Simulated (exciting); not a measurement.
# Electron–core-hole interaction in the O K spectrum of LuTlO2, part 3 of 3

How far do the exchange and direct terms reshape the O K edge of LuTlO2?

exciting sodium; X-ray absorption, core-level Bethe-Salpeter equation, exchange and statically screened direct term, Tamm-Dancoff, all-electron LAPW+lo LDA.

So far. Step 5 (Independent particles): Maxima (height): 4.4 eV (0.69), 9.5 eV (1.03), 14.1 eV (0.33), 17.1 eV (0.49) and 23.3 eV (0.31); 1 lower ones aren't listed. The spectrum differs from the singlet run by 55 % r.m.s. Moving the earlier curve by +1.6 eV leaves 25 %. The highest maximum lies at 9.5 eV (1.03), against 8.3 eV (1.00). Step 6 (Exchange alone): Maxima (height): 4.5 eV (0.67), 9.6 eV (1.02), 14.1 eV (0.33), 17.1 eV (0.49) and 23.3 eV (0.32); 1 lower ones aren't listed.

## 8. Another input

In this try the input is made faulty on purpose, to show what that does.

Contents of input.xml:

```
<input>
  <title>LuTlO2</title>
  <structure speciespath="." autormt="false" epslat="1.0e-5">
    <crystal>
      <basevect>3.2181884881 1.8580219899 12.2948707203</basevect>
      <basevect>-3.2181884881 1.8580219899 12.2948707203</basevect>
      <basevect>0.0000000000 -3.7160439798 12.2948707203</basevect>
    </crystal>
    <species speciesfile="Tl.xml" rmt="2.300">
      <atom coord="0.0000000000 0.0000000000 0.0000000000"/>
    </species>
    <species speciesfile="Lu.xml" rmt="2.240">
      <atom coord="0.5000000000 0.5000000000 0.5000000000"/>
    </species>
    <species speciesfile="O.xml" rmt="1.880">
      <atom coord="0.2224370000 0.2224370000 0.2224370000"/>
      <atom coord="0.7775630000 0.7775630000 0.7775630000"/>
    </species>
  </structure>
  <groundstate do="skip" xctype="LDA_PW" ngridk="4 4 4" rgkmax="7" gmaxvr="14" nempty="8" swidth="0.001" maxscl="100" epsengy="1e-5"/>
  <xs xstype="BSE" ngridk="3 3 3" ngridq="3 3 3" vkloff="0.097 0.273 0.493" rgkmax="7" nempty="6" gqmax="3" lmaxapwwf="5" lmaxemat="2" broad="0.01654" tevout="true">
    <energywindow intv="17.983 19.600" points="439"/>
    <screening screentype="full" nempty="54"/>
    <BSE xas="true" xasspecies="3" xasatom="1" xasedge="K" bsetype="singlet" nstlxas="1 2"/>
    <qpointset>
      <qpoint>0 0 0</qpoint>
    </qpointset>
    <plan>
      <doonly task="writepmatxs"/>
      <doonly task="scrcoulint"/>
      <doonly task="exccoulint"/>
    </plan>
  </xs>
</input>
```

Contents of input.xml for the last start (plan only):

```
  <plan>
    <doonly task="bse"/>
  </plan>
```

The run is started by

```sh
> OMP_NUM_THREADS=1 mpirun -n 4 exciting
> OMP_NUM_THREADS=4 exciting
```

Numbers of over 12 decimals in the logs are rounded to 6 here.

What it wrote:

```text
| EXCITING SODIUM started for task writepmatxs ( 320)                          =
Info(writepmatxs): Momentum matrix elements finished
| EXCITING SODIUM started for task scrcoulint ( 440)                           =
Info(scrcoulintlauncher): Setting up screened Coulomb interaction matrix W.
Info(scrcoulintlauncher): Using momentum transfer vectors from list :   1 to  1
Info(scrcoulintlauncher): Calculating screened Coulomb interaction matrix W
Info(scrcoulintlauncher): Momentum transfer list index: iqmt=  1
[...]
Info(setup_bse_block): Setting up RR part of hamiltonian
Info(setup_bse_block): Singlet spin state
Info(bse): Diagonalizing RR Hamiltonian (TDA)
Info(bse): Invoking Lapack routine ZHEEVR
       108 eigen solutions found in the interval:
         i1=       1 i2=     108
Info(bse): Writing excition energies and oscillator strengths to text file.
Info(makespectrum_dist): Making spectrum using formula for coupling with time reversed AR basis.
Info(makespectrum_dist): Using formalism for vanishing momentum transfer.
Info(writederived): Writing quantities derived from the macroscopic dielectric function.
Info(bselauncher): Spectrum finished for iqmt=  1
Info(bselauncher): All done for BSE type singlet
```

Run time: 96 s. Hardware: 4 MPI ranks of Intel Xeon at 2.70GHz, shared host.

The input has a fault: far too few conduction bands in the BSE. Against the singlet run the r.m.s. difference is 89 %. The highest maximum lies at -0.3 eV (0.30), against 8.3 eV (1.00). The first bright state moves from -0.35 to -0.31 eV. Transitions to the missing bands are absent and can't mix into the lines that are left.

```
E (eV)  first run  this run
  -4.0       0.02      0.01
  -3.0       0.03      0.01
  -2.0       0.06      0.03
  -1.0       0.17      0.09
   0.0       0.44      0.27
   1.0       0.39      0.19
   2.0       0.70      0.27
   3.0       0.88      0.25
   4.0       0.66      0.08
   5.0       0.49      0.02
   6.0       0.50      0.01
   7.0       0.55      0.01
   8.0       0.95      0.00
   9.0       0.64      0.00
  10.0       0.44      0.00
  11.0       0.32      0.00
  12.0       0.26      0.00
  13.0       0.24      0.00
  14.0       0.26      0.00
  15.0       0.28      0.00
  16.0       0.37      0.00
  17.0       0.31      0.00
  18.0       0.22      0.00
  19.0       0.19      0.00
  20.0       0.18      0.00
  21.0       0.20      0.00
  22.0       0.21      0.00
  23.0       0.21      0.00
```

## 9. Ground state with other settings

In this try the input is made faulty on purpose, to show what that does.

Contents of input.xml:

```
<input>
  <title>LuTlO2</title>
  <structure speciespath="." autormt="false" epslat="1.0e-5">
    <crystal>
      <basevect>3.2181884881 1.8580219899 12.2948707203</basevect>
      <basevect>-3.2181884881 1.8580219899 12.2948707203</basevect>
      <basevect>0.0000000000 -3.7160439798 12.2948707203</basevect>
    </crystal>
    <species speciesfile="Tl.xml" rmt="2.300">
      <atom coord="0.0000000000 0.0000000000 0.0000000000"/>
    </species>
    <species speciesfile="Lu.xml" rmt="2.240">
      <atom coord="0.5000000000 0.5000000000 0.5000000000"/>
    </species>
    <species speciesfile="O.xml" rmt="1.880">
      <atom coord="0.2224370000 0.2224370000 0.2224370000"/>
      <atom coord="0.7775630000 0.7775630000 0.7775630000"/>
    </species>
  </structure>
  <groundstate do="fromscratch" xctype="LDA_PW" ngridk="4 4 4" rgkmax="3.5" gmaxvr="14" nempty="8" swidth="0.001" maxscl="100" epsengy="1e-5"/>
</input>
```

Contents of SPECIES.xml, added lines:

```
<lo l="L">  <!-- L = 0, 1, 2, and 3 from Cs on -->
  <wf matchingOrder="0" trialEnergy="0.1500" searchE="false"/>
  <wf matchingOrder="1" trialEnergy="0.1500" searchE="false"/>
  <wf matchingOrder="0" trialEnergy="0.9000" searchE="false"/>
</lo>
```

The run is started by

```sh
> OMP_NUM_THREADS=1 mpirun -n 4 exciting
```

What it wrote:

```text
EXCITING SODIUM started
********************************************************************************
* Ground-state run starting from atomic densities                              *
********************************************************************************
+ Starting initialization                                                      +
[... lattice and species ...]
 Spin treatment                             :    spin-unpolarised
 Number of Bravais lattice symmetries       :      12
[...]
+ Self-consistent loop stopped                                                 +
 STATE.OUT is written
********************************************************************************
* Groundstate module stopped                                                   *
********************************************************************************
 Total time spent (seconds)                 :        77.68
- CAUTION! Warnings have been written in file WARNING.OUT !                    -
| EXCITING SODIUM stopped                                                      =
[key lines of the parts left out:]
Total energy                               :    -34998.09467984
Fermi energy                               :         0.19716362
```

The job ended after 80 s (4 MPI ranks).

Against the second ground state the total energy moves by 10958 meV an atom and the gap by -0.76 eV.

## 10. Another input

Edit input.xml of step 9 so:

```diff
@@ -19,3 +19,20 @@
   </structure>
-  <groundstate do="fromscratch" xctype="LDA_PW" ngridk="4 4 4" rgkmax="3.5" gmaxvr="14" nempty="8" swidth="0.001" maxscl="100" epsengy="1e-5"/>
+  <groundstate do="skip" xctype="LDA_PW" ngridk="4 4 4" rgkmax="3.5" gmaxvr="14" nempty="8" swidth="0.001" maxscl="100" epsengy="1e-5"/>
+  <xs xstype="BSE" ngridk="3 3 3" ngridq="3 3 3" vkloff="0.097 0.273 0.493" rgkmax="3.5" nempty="33" gqmax="3" lmaxapwwf="5" lmaxemat="2" broad="0.01654" tevout="true">
+    <energywindow intv="18.026 19.642" points="439"/>
+    <screening screentype="full" nempty="54"/>
+    <BSE xas="true" xasspecies="3" xasatom="1" xasedge="K" bsetype="singlet" nstlxas="1 29"/>
+    <qpointset>
+      <qpoint>0 0 0</qpoint>
+    </qpointset>
+    <plan>
+      <doonly task="xsgeneigvec"/>
+      <doonly task="writepmatxs"/>
+      <doonly task="scrgeneigvec"/>
+      <doonly task="scrwritepmat"/>
+      <doonly task="screen"/>
+      <doonly task="scrcoulint"/>
+      <doonly task="exccoulint"/>
+    </plan>
+  </xs>
 </input>
```

Contents of input.xml for the last start (plan only):

```
  <plan>
    <doonly task="bse"/>
  </plan>
```

The run is started by

```sh
> OMP_NUM_THREADS=1 mpirun -n 4 exciting
> OMP_NUM_THREADS=4 exciting
```

What it wrote:

```text
| EXCITING SODIUM started for task xsgeneigvec ( 301)                          =
One-shot GS runs for BSE calculations
One-shot GS runs for k+qmt/2 grids
Info(xsgeneigvec): Generating eigenvectors for Q-point      1
Info(xsgeneigvec): Generation of eigenvectors finished
| EXCITING SODIUM started for task writepmatxs ( 320)                          =
Info(writepmatxs): Momentum matrix elements finished
| EXCITING SODIUM started for task scrgeneigvec ( 401)                         =
One-shot GS runs for BSE calculations
One-shot GS runs for k+qmt/2 grids
[...]
Info(setup_bse_block): Setting up RR part of hamiltonian
Info(setup_bse_block): Singlet spin state
Info(bse): Diagonalizing RR Hamiltonian (TDA)
Info(bse): Invoking Lapack routine ZHEEVR
      1566 eigen solutions found in the interval:
         i1=       1 i2=    1566
Info(bse): Writing excition energies and oscillator strengths to text file.
Info(makespectrum_dist): Making spectrum using formula for coupling with time reversed AR basis.
Info(makespectrum_dist): Using formalism for vanishing momentum transfer.
Info(writederived): Writing quantities derived from the macroscopic dielectric function.
Info(bselauncher): Spectrum finished for iqmt=  1
Info(bselauncher): All done for BSE type singlet
```

Wall time 8.4 min (4 MPI ranks).

Wall time by task: xsgeneigvec 19 s, writepmatxs 13 s, scrgeneigvec 7.5 s, scrwritepmat 9.2 s, screen 96 s, scrcoulint 1.9 min, exccoulint 3.9 min, bse 7 s.

The input has a fault: the basis cutoff rgkmax is far too low. The spectrum differs from the singlet run by 59 % r.m.s. The highest maximum lies at 12.3 eV (1.19), against 8.3 eV (1.00). The first bright state moves from -0.35 to 0.93 eV. The lowest bare transition of this run lies at 1.48 eV, against 0.34. A small basis shifts bands and core levels against each other.

```
E (eV)  first run  this run
  -4.0       0.02      0.01
  -3.0       0.03      0.02
  -2.0       0.06      0.03
  -1.0       0.17      0.04
   0.0       0.44      0.11
   1.0       0.39      0.47
   2.0       0.70      0.29
   3.0       0.88      0.46
   4.0       0.66      0.61
   5.0       0.49      0.68
   6.0       0.50      0.60
   7.0       0.55      0.61
   8.0       0.95      0.55
   9.0       0.64      0.45
  10.0       0.44      0.41
  11.0       0.32      0.50
  12.0       0.26      1.00
  13.0       0.24      0.80
  14.0       0.26      0.52
  15.0       0.28      0.39
  16.0       0.37      0.36
  17.0       0.31      0.39
  18.0       0.22      0.45
  19.0       0.19      0.31
  20.0       0.18      0.26
  21.0       0.20      0.25
  22.0       0.21      0.22
  23.0       0.21      0.24
```

## 11. From independent particles to the full kernel

```
  level  curve passes 0.15 (eV)  highest maximum (eV)  its height
     IP                     0.1                   9.5        1.03
    RPA                     0.1                   9.6        1.02
singlet                    -1.1                   8.3        1.00
```

```
E (eV)    IP   RPA  singlet
  -4.0  0.01  0.01     0.02
  -3.0  0.02  0.02     0.03
  -2.0  0.02  0.02     0.06
  -1.0  0.04  0.04     0.17
   0.0  0.14  0.13     0.44
   1.0  0.22  0.21     0.39
   2.0  0.25  0.23     0.70
   3.0  0.40  0.38     0.88
   4.0  0.58  0.55     0.66
   5.0  0.57  0.56     0.49
   6.0  0.45  0.45     0.50
   7.0  0.38  0.38     0.55
   8.0  0.40  0.39     0.95
   9.0  0.77  0.74     0.64
  10.0  0.95  0.96     0.44
  11.0  0.60  0.62     0.32
  12.0  0.49  0.50     0.26
  13.0  0.28  0.28     0.24
  14.0  0.33  0.33     0.26
  15.0  0.30  0.30     0.28
  16.0  0.34  0.34     0.37
  17.0  0.48  0.49     0.31
  18.0  0.36  0.37     0.22
  19.0  0.31  0.32     0.19
  20.0  0.26  0.26     0.18
  21.0  0.24  0.24     0.20
  22.0  0.26  0.27     0.21
  23.0  0.30  0.31     0.21
```

## 12. What came out

| Quantity | Value |
| --- | --- |
| absorber and edge | O K, atom 3 |
| surroundings | 3 Lu at 2.25 Å (pyramidal, site symmetry 3m) |
| first bright state | -0.35 eV from the Kohn–Sham onset, on this mesh |
| highest maximum | 8.3 eV |
| cost of the BSE run | 26 min on 4 MPI ranks of Intel Xeon at 2.70GHz, shared host; the last task ran on as many threads |

What this shows: Is a core exciton bound? Undecided on this mesh: the first bright state (over 5 % of the brightest) lies at -0.35 eV from the Kohn–Sham onset and at -0.69 eV from the lowest bare transition of its own mesh. Changing the half width (eV) from 0.45 to 1.35 alters the spectrum by 22 % r.m.s. Exchange alone changes the independent-particle spectrum by 3 % r.m.s. With 27 k points the binding energies are rough, and fine structure above the first lines is partly noise of the mesh. Exchange and the short-range direct term aren't converged in the kernel cutoff. The zero comes from the unshifted 4×4×4 ground-state mesh; it is exact only where the band minimum lies on that mesh. The Kohn–Sham onset, 501 eV, is no photon energy: the scale needs a rigid shift. Bands and screening come from semilocal DFT, whose small gap overscreens. Vibrations and energy-dependent lifetimes are left out. The structure is a Materials Project entry, computed there, and may be a hypothetical form.

[Banner, clock and machine lines of the logs are left out without a mark of their own.]

[Logs are printed without paths, hosts, clocks, repeated set-up lines and the standing remarks that a program may print on its own settings, such as how far it seeks lower states.]

[Hosts, paths, dates, database ids (printed as entryN), source tags and the programs' standing remarks are cut or masked in the printed files.]
